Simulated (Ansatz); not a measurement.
# Ca on Ta(110): change of the work function, part 3 of 3

How does one ordered layer of Ca (hollow site) change the work function of Ta(110), and what dipole does each adsorbate carry?

Ansatz 0.2.0; plane-wave DFT, PBE, Ansatz PAW.

So far, work function, upper face (eV): step 2 (the clean slab) 4.77.

**3. Adsorbate added (continued)**

The density of states has structure finer than the step of the table below, so its rows give means over 0.25 eV, whole bins alone (the curve runs from -8 to 1.77 eV). Peaks (eV: height): -1.440: 39.6, -1.230: 37.1, -1.080: 32.8, -0.960: 28.5, -0.780: 29.9, -0.660: 27.9, -0.240: 35.7.

Table of density of states by energy, zero at the Fermi level; means over each step:

energy (eV), density of states (states/eV a cell) and a bar:
```
    -7.75        0.0 
    -7.50        0.2 
    -7.25        0.9 #
    -7.00        0.9 #
    -6.75        0.9 #
    -6.50        0.9 #
    -6.25        1.7 ##
    -6.00        2.3 ##
    -5.75        2.4 ##
    -5.50        2.5 ##
    -5.25        1.5 #
    -5.00        3.5 ###
    -4.75        4.5 ####
    -4.50        5.9 ######
    -4.25        6.8 #######
    -4.00       10.1 ##########
    -3.75       11.3 ###########
    -3.50        9.7 #########
    -3.25       14.7 ##############
    -3.00       18.4 ##################
    -2.75       15.4 ###############
    -2.50       10.8 ###########
    -2.25       10.5 ##########
    -2.00        7.8 ########
    -1.75        9.7 #########
    -1.50       30.9 ##############################
    -1.25       29.0 ############################
    -1.00       24.2 ########################
    -0.75       25.2 ########################
    -0.50       22.8 ######################
    -0.25       29.0 ############################
     0.00       23.7 #######################
     0.25       17.7 #################
     0.50       14.5 ##############
     0.75       14.5 ##############
     1.00       14.7 ##############
     1.25       14.3 ##############
     1.50       14.4 ##############
```

Projected DOS per atom over height of the atomic layer and energy from the Fermi level. Layers: Ta4 Ta4 Ta4 Ta4 Ca from below.

Ten even steps from '_' (0.00 states/eV) to '@' (1.92 states/eV), each cell a mean:
```
==::::--__
--::::++..
==::::====
##====**::
@@**##%%..
@@**++##__
@@%%##@@__
**##%%@@++
::..::--..
--------__
==****==__
--======__
::====::__
..::::..__
........__
__________
__________
__________
__________
__________
__________
__________
```
Columns: height of the atomic layer (Å) from 9 to 18.6 (not evenly spaced); rows upwards: energy from the Fermi level (eV) from -7.96 to 1.75.

Valence density in the ca plane at fractional y = 0.500, with atoms of Ta and Ca within 0.2 Å of it. It is the smooth field of the valence electrons, not physical close to the nuclei.

Ten steps, logarithmic in the rise over the least value, from '0' (0.0 e/Å³) to '9' (6.2 e/Å³), each cell a mean:
```
98533333346899853333221110000000000000000000
76433333334787643333322110000000000000000000
44333333333454433333322111000000000000000000
33333333333333333333332211110000000000000000
54333333333454433333332223331000000000000000
76433333335787643333322357763100000000000000
98533333346899753333322479985200000000000000
98533333347999853333322479986200000000000000
87433333335888743333322368874200000000000000
65333333334566433333332235542100000000000000
43333333333344333333332222210000000000000000
43333333333344333333322111000000000000000000
65333333334566433333322110000000000000000000
87433333335898743333321110000000000000000000
98533333346999853333221110000000000000000000
```
Columns run along c (16.0 Å, from fractional 0.33 to 0.90 of the cell), rows up along a (5.7 Å). Atoms in or near the plane, at fractional coordinates: Ta at (0.49, 0.00), Ta at (0.49, 0.50), Ca at (0.66, 0.50).

Electrostatic potential energy in the ca plane at fractional y = 0.500, with atoms of Ta and Ca within 0.2 Å of it. With pseudopotentials it is smooth inside the atoms' cores, unlike the true potential.

Ten even steps from '0' (-52 eV) to '9' (8 eV), each cell a mean:
```
03799999985100379999999999999999999999999999
36899999997433689999999999999999999999999999
78999889999877899998999999999999999999999999
89999889999988999988999999999999999999999999
78999889998777899999999987788999999999999999
35899999997423689999999864357899999999999999
03799999985100379999999730016899999999999999
02699999984000279999999730015899999999999999
14799999986201479999999852137899999999999999
57899999998656799999999976678899999999999999
89999889999888999988999998889999999999999999
89999889999888999988999999999999999999999999
57899999998655789999999999999999999999999999
14799999986201479999999999999999999999999999
02699999985000269999999999999999999999999999
```
Columns run along c (16.0 Å, from fractional 0.33 to 0.90 of the cell; values clipped at the 3rd and 97th percentile), rows up along a (5.7 Å). Atoms in or near the plane, at fractional coordinates: Ta at (0.49, 0.00), Ta at (0.49, 0.50), Ca at (0.66, 0.50).

ELF in the ca plane at fractional y = 0.500, with atoms of Ta and Ca within 0.2 Å of it. It is the smooth field of the valence electrons, not physical close to the nuclei.

Values, 8 rows by 16 columns, each cell a mean:
```
0.47 0.44 0.39 0.34 0.58 0.39 0.44 0.38 0.53 0.41 0.21 0.09 0.03 0.01 0.00 0.00
0.34 0.41 0.33 0.44 0.29 0.38 0.39 0.39 0.52 0.18 0.11 0.19 0.10 0.02 0.00 0.00
0.34 0.42 0.34 0.39 0.37 0.33 0.38 0.42 0.31 0.42 0.16 0.25 0.28 0.06 0.01 0.00
0.49 0.44 0.41 0.37 0.51 0.42 0.44 0.46 0.38 0.83 0.49 0.24 0.42 0.11 0.01 0.00
0.48 0.44 0.39 0.34 0.58 0.38 0.42 0.45 0.34 0.82 0.42 0.24 0.39 0.10 0.01 0.00
0.34 0.41 0.33 0.44 0.29 0.38 0.38 0.42 0.36 0.21 0.09 0.25 0.22 0.05 0.01 0.00
0.34 0.42 0.34 0.39 0.37 0.34 0.40 0.38 0.55 0.28 0.16 0.16 0.07 0.01 0.00 0.00
0.49 0.45 0.41 0.36 0.51 0.43 0.46 0.39 0.52 0.40 0.20 0.08 0.02 0.01 0.00 0.00
```
Columns run along c (16.0 Å, from fractional 0.33 to 0.90 of the cell), rows up along a (5.7 Å). Atoms in or near the plane, at fractional coordinates: Ta at (0.49, 0.00), Ta at (0.49, 0.50), Ca at (0.66, 0.50).

The relaxation took 10 steps and lowered the energy by 0.46 eV; the largest force on the free atoms ends at 0.0013 eV/Å.

By hand: a sheet of dipoles makes a step −p/(ε₀A) in the electron's potential. With e/ε₀ = 180.95 V·Å, p = 0.4776 e·Å and A = 30.99 Å², that is −180.95 × (0.4776) / 30.99 = -2.789 eV, and the two vacuum levels of the run differ by -2.789 eV.

The covered face has 1.98 eV, -2.78 eV against the clean one; the bare back face has moved by -0.05 eV, a measure of how thin the slab is.

**4. Work function against coverage**

This step: plane-wave DFT, PBE, Ansatz PAW; work function against coverage (Ansatz 0.2.0).

The runs are now put side by side.

Numbers from this step:

| Item | Value |
| --- | --- |
| work function of the clean face | 4.767 eV |
| largest change of the work function | -2.783 eV |

The work function of the covered face by coverage:

```
coverage (adsorbates/nm²)  work function of the covered face (eV)
                     0.00                                    4.77
                     3.23                                    1.98
```

The dipole per adsorbate comes from the change of the cell's dipole. Coverage, by row:

```csv
coverage (1/nm²),coverage (ML),work function (eV),change (eV),"dipole per adsorbate, positive end outwards (debye)",mean height of the added atoms over the highest substrate atom (Å)
3.227,0.25,1.984,-2.783,2.252,2.566
```

**5. Summary of results**

| Quantity | Value |
| --- | --- |
| work function of the clean face | 4.77 eV |
| work function at 0.25 ML | 1.98 eV |
| dipole per adsorbate at 0.25 ML, positive end outwards | 2.25 D |

In words: Ca lowers the work function of Ta(110) at the lowest coverage, by 2.78 eV: the adsorbate layer has its positive end outwards. One coverage alone was completed, so no trend follows. The slab has 4 layers, at the tabulated experimental lattice constant, one starting site was run, and quantum-size effects of a slab this thin can reach one or two tenths of an eV.

[Logs are printed without paths, hosts, clocks, repeated set-up lines and the standing remarks that a program may print on its own settings, such as how far it seeks lower states.]

[Hosts, paths, dates, database ids (printed as entryN), source tags and the programs' standing remarks are cut or masked in the printed files.]

[Maps of the electrostatic potential energy from Ansatz leave out the sawtooth potential of an applied field or a dipole correction, so their vacuum need not be flat; planar profiles and work functions include it.]

[The density of states shown here was stored with 400 of the rows of the run's finer table, so its peaks can read low, often by over a quarter, or be missed, and its means over a window can be off by a tenth or more.]
